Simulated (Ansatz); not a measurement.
# What KSrCl3 (model cell, started as cubic perovskite with Sr in the octahedra) distorts into, part 2 of 2

Wanted: the energy along a soft mode of KSrCl3 (model cell, started as cubic perovskite with Sr in the octahedra) and the structure at the end.

Ansatz 0.2.0; DFT PBEsol, scalar-relativistic, plane waves, PAW; PAW set soft_1.

So far. Step 5 (Energy along the mode, all amplitudes (two of the runs …): The lowest of the steps tried is the last one, at 0.6 Å, 32.6 meV/atom below the parent; the bottom of the well need not coincide with a step. Step 7 (The new phase in its own primitive cell): The largest force component left is 0.29 meV/Å and the pressure is -0.001 GPa, within the tolerances set. The cell now holds 31.99 Å³/atom. The relaxed cell has a, b, c = 7.790, 10.756, 7.637 Å (conventional setting).

The structure was built from a prototype and need not be the compound's stable phase.

### 8. Modes of the new phase

A relaxed structure may still be a saddle point, so its zone-centre modes are computed. The response to a homogeneous field gives the Born charges and the dielectric tensor.

input.yaml

```yaml
crystal:
  lattice:
    - [-3.8947705066, 5.3781164507, 3.8183458461]
    - [3.8947705066, -5.3781164507, 3.8183458461]
    - [3.8947705066, 5.3781164507, -3.8183458461]
  atoms:
    - { symbol: K, position: [0.7154222483, 0.9654222483, 0.75] }
    - { symbol: K, position: [0.2845777517, 0.0345777517, 0.25] }
    - { symbol: Sr, position: [0.5, 0.5, 0.0] }
    - { symbol: Sr, position: [0.0, 0.5, 0.5] }
    - { symbol: Cl, position: [0.8804710985, 0.6304710985, 0.25] }
    - { symbol: Cl, position: [0.1195289015, 0.3695289015, 0.75] }
    - { symbol: Cl, position: [0.6762827848, 0.0, 0.1762827848] }
    - { symbol: Cl, position: [0.3237172152, 0.0, 0.8237172152] }
    - { symbol: Cl, position: [0.3237172152, 0.5, 0.3237172152] }
    - { symbol: Cl, position: [0.6762827848, 0.5, 0.6762827848] }
kpoints:
  mp_grid: { grid: [4, 4, 4] }
hamiltonian:
  xc: pbesol
  pseudopotentials: { kind: paw, azcp: { folder: soft_1 }, xc_functional: pbe }
scf:
  occupations: { method: fixed }
output:
  eigenvalues: true
phonons:
  method: dfpt
  dielectric: true
  rigid_motions: translations
```

Command:

```
$ ansatz run input.yaml --threads 4 --pin off --max-ram 16384MiB --backend cpu --events-out ev --progress --plain --runs-dir out
```

Run time: 7.3 min. Hardware: 4 threads of Arm Neoverse V1, shared host; peak memory 2.6 GiB.

This step gave:

- sum-rule residual before enforcement: 1.03e-4 eV/Å²
- miss of the charge sum rule: 8.96e-5 e
- point group: mmm
- highest optical mode at the zone centre (no LO-TO term): 235.2 cm⁻¹
- lowest optical zone-centre mode: -28.15 cm⁻¹
- mean high-frequency dielectric constant: 2.545
- largest Born charge (third of the trace): 2.373 e
- top of the zone-centre spectrum with the field: 261.9 cm⁻¹

Without the LO-TO term. Patterns of degenerate modes are one choice out of their space. Modes at Γ, with each element's share of the kinetic energy (negative means imaginary):

```
mode  frequency (cm⁻¹)  symmetry  K %  Sr %  Cl %
   1             -28.1       B3u   23     0    77
   2               0.0  acoustic   17    38    46
   3               0.0  acoustic   17    38    46
   4               0.0  acoustic   17    38    46
   5              32.3       B2g   26     0    74
   6              58.2       B1g    0     0   100
   7              72.8        Au    0    11    89
   8              73.5       B2u   21    48    30
   9              78.5       B3u   15    38    47
  10              82.0       B3g   90     0    10
  11              88.6       B2g   73     0    27
  12              89.1       B1u   24    46    30
  13              96.1       B2u   61     3    36
  14              96.7        Ag   67     0    33
  15              97.5       B3u   45     0    55
  16              99.2       B1u    0    13    87
  17             111.6       B3g   10     0    90
  18             111.8        Ag   10     0    90
  19             115.3       B2g    2     0    98
  20             119.3       B1u   55    22    23
  21             139.1        Ag   23     0    77
  22             148.7        Au    0    89    11
  23             152.5       B1u    4    58    38
  24             157.5       B2u    1    87    12
  25             183.8       B3g    0     0   100
  26             195.0       B2u    0    24    76
  27             197.0       B1g    0     0   100
  28             213.6       B3u    0    24    76
  29             221.5       B1u    0    23    77
  30             235.2       B3g    0     0   100
```

Displacements in mode 1 (-28.1 cm⁻¹), the largest set to 1:
```
K1  -0.57  0.00  0.00
K2  -0.57  0.00  0.00
Sr3  0.01  0.00  0.00
Sr4  0.01  0.00  0.00
Cl5  1.00  0.00  0.00
Cl6  1.00  0.00  0.00
Cl7 -0.20  0.00  0.23
Cl8 -0.20  0.00  0.23
Cl9 -0.20  0.00 -0.23
Cl10-0.20  0.00 -0.23
```

Displacements in mode 22 (148.7 cm⁻¹), the largest set to 1:
```
K1   0.00  0.00  0.00
K2   0.00  0.00  0.00
Sr3  1.00  0.00  0.00
Sr4 -1.00  0.00  0.00
Cl5  0.00  0.00  0.00
Cl6  0.00  0.00  0.00
Cl7  0.00  0.39  0.00
Cl8  0.00  0.39  0.00
Cl9  0.00 -0.39  0.00
Cl10 0.00 -0.39  0.00
```

Optical modes at the zone centre, without and with the macroscopic field of the longitudinal modes; each column is sorted by frequency, so a row need not hold one and the same mode. Modes with and without the field, by row:

```
rank among optical modes  no field (cm⁻¹)  q along (1, 0, 0) (cm⁻¹)  q along (0, 1, 0) (cm⁻¹)  q along (0, 0, 1) (cm⁻¹)
                       1            -28.1                      20.9                     -28.1                     -28.1
                       2             32.3                      32.3                      32.3                      32.3
                       3             58.2                      58.2                      58.2                      58.2
                       4             72.8                      72.8                      72.8                      72.8
                       5             73.5                      73.5                      74.3                      73.5
                       6             78.5                      81.4                      78.5                      78.5
                       7               82                        82                        82                        82
                       8             88.6                      88.6                      88.6                      88.6
                       9             89.1                      89.1                      89.1                      89.9
                      10             96.1                      96.1                      96.7                      96.1
                      11             96.7                      96.7                      97.5                      96.7
                      12             97.5                      99.2                      99.2                      97.5
                      13             99.2                     111.6                     111.6                      99.9
                      14            111.6                     111.8                     111.8                     111.6
                      15            111.8                     115.3                     115.3                     111.8
                      16            115.3                     119.3                     119.3                     115.3
                      17            119.3                     122.2                     120.2                     132.1
                      18            139.1                     139.1                     139.1                     139.1
                      19            148.7                     148.7                     148.7                     148.7
                      20            152.5                     152.5                     152.5                     157.5
                      21            157.5                     157.5                     161.8                       170
                      22            183.8                     183.8                     183.8                     183.8
                      23              195                       195                       197                       195
                      24              197                       197                     213.6                       197
                      25            213.6                     221.5                     221.5                     213.6
                      26            221.5                     235.2                     235.2                     235.2
                      27            235.2                       258                     242.8                     261.9
```

Born charge (rows field, columns displacement) (e), principal values of the symmetric part by kind of site:

```
atom  atoms with these values    low  middle   high   mean
  K1                        2   1.11    1.21   1.24   1.18
 Sr3                        2   2.29    2.32   2.51   2.37
 Cl5                        2  -1.73   -1.05  -0.81  -1.20
 Cl7                        4  -1.75   -0.90  -0.89  -1.18
```

In full for Cl7:

```
-1.36  0.00 -0.43
 0.00 -0.90  0.00
-0.42  0.00 -1.28
```

High-frequency dielectric tensor:

```
2.54 0.00 0.00
0.00 2.55 0.00
0.00 0.00 2.54
```

Transverse modes; imaginary modes are left out. Infrared lines, with heights relative to the strongest:

```csv
position (cm⁻¹),lines merged,relative intensity
32,1,0.0
58,1,0.0
73,1,0.0
74,1,2.9
78,1,8.9
82,1,0.0
89,2,2.9
96,1,56
97,1,0.0
98,1,38
99,1,2.9
112,2,0.0
115,1,0.0
119,1,45
139,1,0.0
149,1,0.0
152,1,37
158,1,14
184,1,0.0
195,1,90
197,1,0.0
214,1,100
222,1,80
235,1,0.0
```

Before it was imposed, the acoustic sum rule was missed by 1.0e-4 eV/Å² and the charge sum rule by 9.0e-5 e. Small misses are needed for a sound result but don't prove that mesh and cutoff are converged. The lowest optical mode is imaginary, 28.1i cm⁻¹, so the energy falls along it.

### 9. What came out

```
unstable mode of the parent                                                      : q = (-0.5, -0.5, -0.5), 67i cm⁻¹
depth at the lowest point sampled                                                : 32.6 meV/atom
largest atomic shift at that point                                               : 0.6 Å
space group reached (within 0.01 Å)                                              : Imma
energy gained over the parent (first relaxation, on the mesh of the frozen mode) : 75.8 meV/atom
volume per atom, phase reached                                                   : 32.0 Å³
gap on the k-mesh, phase reached                                                 : 5.04 eV
lowest optical zone-centre mode, phase reached                                   : -28.1 cm⁻¹
highest optical mode at the zone centre (no LO-TO term), phase reached           : 235 cm⁻¹
```

Along this mode the structure falls into Imma, 75.8 meV/atom below the parent. At the parent's cell the well is 32.62 meV/atom deep on the steps tried, with its lowest point at a shift of 0.6 Å. That is the last step tried, so the steps alone don't bracket the bottom of the well. Relaxing atoms and cell changes the gain by +43.15 meV/atom against the lowest step (energies at zero smearing). The new phase still has an imaginary mode at the zone centre of its cell, so it is a saddle point on the way to a lower structure. Of the 4 patterns followed to their end from this parent, this one reaches the lowest energy. Each path keeps the symmetry of its pattern, so a lower phase may lie along a pattern not tried. The PAW files were made for PBE and serve the other functionals too. The starting cell was built on a prototype and not taken from a measurement, so the phase need not exist.

[Logs are printed without paths, hosts, clocks, repeated set-up lines and the standing remarks that a program may print on its own settings, such as how far it seeks lower states.]

[Hosts, paths, dates, database ids (printed as entryN), source tags and the programs' standing remarks are cut or masked in the printed files.]
